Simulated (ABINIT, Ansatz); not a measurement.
Records of electronic-structure calculations.

```
! title: CaC2 (Immm): G0W0 with ABINIT, start to end
! method: RPA screening on PBEsol, plane waves, norm-conserving pseudopotentials (and 2 further levels or steps)
! program: ABINIT 10.8.3
! settings: cutoff 37 Ha, PseudoDojo scalar-relativistic 0.4.1 standard, norm-conserving, ngkpt (4, 4, 4), nband 41, ecuteps 4.2 Ha, inclvkb 2, shiftk (0, 0, 0), symchi 1, awtr 1, frequency ppm, 4×4×4 k-mesh
! cost: 5 runs, 3.6 min in all on 4 MPI ranks of Arm Neoverse V1, shared host
! notes: The program’s warnings: nkpt*nsppol () is not a multiple of nproc spkpt (). The cell and positions are those that the Materials Project relaxed with its own functionals (PBE, PBE+U or r2SCAN), kept fixed. The 4×4×4 mesh is coarse for this cell, which bears on the long-range parts of exchange and screening.
! PBEsol gap: 2.29 eV, indirect
! G0W0 gap on the mesh: 4.43 eV
! GW settings: 4×4×4 mesh, 41 bands, screening to 114.3 eV, Godby-Needs plasmon pole
! known limits: short of the basis limit; coarse k mesh
CELL_PARAMETERS angstrom
-1.89488 2.44326 2.68013
1.89488 -2.44326 2.68013
1.89488 2.44326 -2.68013
ATOMIC_POSITIONS crystal
Ca 0.00000 0.00000 0.00000
C 0.37124 0.50000 0.87124
C 0.62876 0.50000 0.12876
```

[Long decimals in the printed logs are rounded to 6 places.]

[Logs are printed without paths, hosts, clocks, repeated set-up lines and the standing remarks that a program may print on its own settings, such as how far it seeks lower states.]

[Paths, hosts, dates, memory and timing lines, banners, echoed tables and standing remarks are left out of the program output; an Ansatz launch command may be rebuilt from the run's recorded settings. Measured values are a selection of at most five: reports struck by readers or far from the other reports are left out. None is set beside runs whose start may be inverted or whose files or cutoffs have a known fault.]

[Runs of the session that timed out or met a known fault of the program may be left out.]

[Hosts, paths, dates, database ids (printed as entryN), source tags and the programs' standing remarks are cut or masked in the printed files.]

[G0W0 gaps are taken among the corrected bands and points alone; a level outside them can change the order at an edge.]

[Where Ansatz stands beside ABINIT at settings called matched, ABINIT's density can come from a denser mesh and the files from another edition; pairs whose starting gaps differed by over 0.03 eV were left out, so agreement reads better than it is.]
